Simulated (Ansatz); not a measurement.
# SiGeO4 (built on the sites of a database entry of SiO2): a soft mode frozen in, part 2 of 2

Which phase does SiGeO4 (built on the sites of a database entry of SiO2) fall into along its unstable mode, and how much energy does it gain?

Ansatz 0.2.0; DFT PBEsol, scalar-relativistic, plane waves, PseudoDojo norm-conserving pseudopotentials.

So far. Step 5 (Energy along the mode, all amplitudes (two of the runs …): The lowest of the steps tried is at 0.32 Å, 11.9 meV/atom below the parent; the bottom of the well need not coincide with a step. Step 7 (The new phase in its own primitive cell): The largest force component left is 0.80 meV/Å and the pressure is 0.006 GPa, within the tolerances set. The cell now holds 15.40 Å³/atom. The relaxed cell has a = 4.986, c = 7.436 Å (conventional setting).

The structure was built from a prototype and need not be the compound's stable phase.

**8. Modes of the new phase, k-mesh 6×6×6**

A relaxed structure may still be a saddle point, so its zone-centre modes are computed. The response to a homogeneous field gives the Born charges and the dielectric tensor, and its change with displacement the Raman tensors.

Contents of input.yaml:

```yaml
crystal:
  lattice:
    - [-2.4927569179, 2.4927569179, 3.7179273463]
    - [2.4927569179, -2.4927569179, 3.7179273463]
    - [2.4927569179, 2.4927569179, -3.7179273463]
  atoms:
    - { symbol: Si, position: [0.0, 0.0, 0.0] }
    - { symbol: Ge, position: [0.25, 0.75, 0.5] }
    - { symbol: O, position: [0.6401067137, 0.0092764083, 0.8902786989] }
    - { symbol: O, position: [0.1189977094, 0.7498280148, 0.1097213011] }
    - { symbol: O, position: [0.9907235917, 0.8810022906, 0.6308303054] }
    - { symbol: O, position: [0.2501719852, 0.3598932863, 0.3691696946] }
kpoints:
  mp_grid: { grid: [6, 6, 6] }
hamiltonian:
  xc: pbesol
  pseudopotentials: { kind: nc, accuracy: standard }
scf:
  occupations: { method: fixed }
output:
  eigenvalues: true
phonons:
  method: dfpt
  dielectric: true
  rigid_motions: translations
  raman: true
```

On the command line:

```console
$ ansatz run input.yaml --threads 8 --pin off --max-ram 14336MiB --backend cpu --events-out ev --progress --plain --runs-dir out
```

It took 2.8 min on 8 threads of AMD EPYC 9R45, shared host; peak memory 4.8 GiB.

This step gave:

* sum-rule residual before enforcement: 4.07e-4 eV/Å²
* miss of the charge sum rule: 1.35e-5 e
* point group: -4
* highest optical mode at the zone centre (no LO-TO term): 997.9 cm⁻¹
* lowest optical zone-centre mode: 146.4 cm⁻¹
* mean high-frequency dielectric constant: 2.500
* largest Born charge (third of the trace): 3.325 e
* mean static dielectric constant: 4.559
* top of the zone-centre spectrum with the field: 1089 cm⁻¹

Without the LO-TO term. Patterns of degenerate modes are one choice out of their space. The modes at Γ (shares of kinetic energy by element, %):

```
mode  frequency (cm⁻¹)  symmetry  Si %  Ge %  O %
   1               0.0  acoustic    17    44   39
   2               0.0  acoustic    17    44   39
   3               0.0  acoustic    17    44   39
   4             146.4         E     1     4   96
   5             146.4         E     1     4   96
   6             305.1         B     0    34   66
   7             308.9         A     0     0  100
   8             353.1         E    19    33   48
   9             353.1         E    19    33   48
  10             380.3         A     0     0  100
  11             408.3         B    22     0   78
  12             614.4         B    38    20   42
  13             644.7         E    38    18   43
  14             644.7         E    38    18   43
  15             948.1         B    23     2   75
  16             969.8         E    24     2   74
  17             969.8         E    24     2   74
  18             997.9         A     0     0  100
```

Displacements in mode 5 (146.4 cm⁻¹), the largest set to 1:
```
Si1 -0.14  0.01  0.00
Ge2  0.10 -0.14  0.00
O3  -0.22  0.74 -1.00
O4  -0.22  0.74  1.00
O5   0.12 -0.43  0.12
O6   0.12 -0.43 -0.12
```

Displacements in mode 15 (948.1 cm⁻¹), the largest set to 1:
```
Si1  0.00  0.00  0.99
Ge2  0.00  0.00  0.16
O3   0.12 -1.00 -0.62
O4  -0.12  1.00 -0.62
O5   1.00  0.12 -0.62
O6  -1.00 -0.12 -0.62
```

Optical modes at the zone centre, without and with the macroscopic field of the longitudinal modes; each column is sorted by frequency, so a row need not hold one and the same mode. Modes with and without the field, by row:

```
rank among optical modes  no field (cm⁻¹)  q along (1, 0, 0) (cm⁻¹)  q along (0, 0, 1) (cm⁻¹)
                       1            146.4                     146.4                     146.4
                       2            146.4                     151.9                     146.4
                       3            305.1                     305.1                     308.9
                       4            308.9                     308.9                     352.7
                       5            353.1                     353.1                     353.1
                       6            353.1                     380.3                     353.1
                       7            380.3                     389.1                     380.3
                       8            408.3                     408.3                     433.2
                       9            614.4                     614.4                     614.5
                      10            644.7                     644.7                     644.7
                      11            644.7                     665.7                     644.7
                      12            948.1                     948.1                     969.8
                      13            969.8                     969.8                     969.8
                      14            969.8                     997.9                     997.9
                      15            997.9                      1090                      1080
```

Born charge (rows field, columns displacement) (e), principal values of the symmetric part by kind of site:

```
atom  atoms with these values    low  middle   high   mean
 Si1                        1   3.27    3.27   3.41   3.32
 Ge2                        1   3.28    3.28   3.42   3.32
  O3                        4  -2.91   -1.07  -1.00  -1.66
```

In full for Si1:

```
 3.27  0.79  0.00
-0.79  3.27  0.00
 0.00  0.00  3.41
```

High-frequency dielectric tensor:

```
2.49 0.00 0.00
0.00 2.49 0.00
0.00 0.00 2.52
```

Static dielectric tensor (ions relaxed, fixed cell):

```
4.38 0.00 0.00
0.00 4.38 0.00
0.00 0.00 4.92
```

Transverse modes. Lines of the infrared spectrum (strongest = 100):

```
position (cm⁻¹)  label  relative intensity
            146      E                 1.2
            305      B                  12
            309      A                 0.0
            353      E                  17
            380      A                 0.0
            408      B                 3.7
            614      B                 0.0
            645      E                  16
            948      B                  56
            970      E                 100
            998      A                 0.0
```

Activity x (w_L - w)^4 (n + 1)/w, 532 nm, 300 K; modes without the macroscopic field alone. Lines of the Raman spectrum (strongest = 100):

```
position (cm⁻¹)  label  relative intensity
            146      E                  15
            305      B                 2.5
            309      A                 1.0
            353      E                 0.5
            380      A                 100
            408      B                 0.1
            614      B                 1.7
            645      E                  10
            948      B                 1.0
            970      E                 0.3
            998      A                 3.4
```

Before it was imposed, the acoustic sum rule was missed by 4.1e-4 eV/Å² and the charge sum rule by 1.4e-5 e. Small misses are needed for a sound result but don't prove that mesh and cutoff are converged. The lowest optical mode is real, 146 cm⁻¹.

**9. Results**

```
unstable mode of the parent                                                      : q = (0, 0, 0), 124i cm⁻¹
depth at the lowest point sampled                                                : 11.9 meV/atom
largest atomic shift at that point                                               : 0.32 Å
space group reached (within 0.01 Å)                                              : I-4
energy gained over the parent (first relaxation, on the mesh of the frozen mode) : 64.7 meV/atom
volume per atom, phase reached                                                   : 15.4 Å³
gap on the k-mesh, phase reached                                                 : 4.80 eV
lowest optical zone-centre mode, phase reached                                   : 146 cm⁻¹
highest optical mode at the zone centre (no LO-TO term), phase reached           : 998 cm⁻¹
```

Along this mode the structure falls into I-4, 64.7 meV/atom below the parent. At the parent's cell the well is 11.86 meV/atom deep on the steps tried, with its lowest point at a shift of 0.32 Å. Relaxing atoms and cell changes the gain by +52.84 meV/atom against the lowest step (energies at zero smearing). Most of the total comes from this relaxation. The new phase has no imaginary mode at the zone centre of its cell; other wavevectors were not checked. Of the 4 patterns followed to their end from this parent, this one reaches the lowest energy. Each path keeps the symmetry of its pattern, so a lower phase may lie along a pattern not tried. The program warns that the interpolation holds no quadrupole term, so branches close to Γ can be off in this crystal. The starting cell was built on a prototype and not taken from a measurement, so the phase need not exist.

[Logs are printed without paths, hosts, clocks, repeated set-up lines and the standing remarks that a program may print on its own settings, such as how far it seeks lower states.]

[Hosts, paths, dates, database ids (printed as entryN), source tags and the programs' standing remarks are cut or masked in the printed files.]
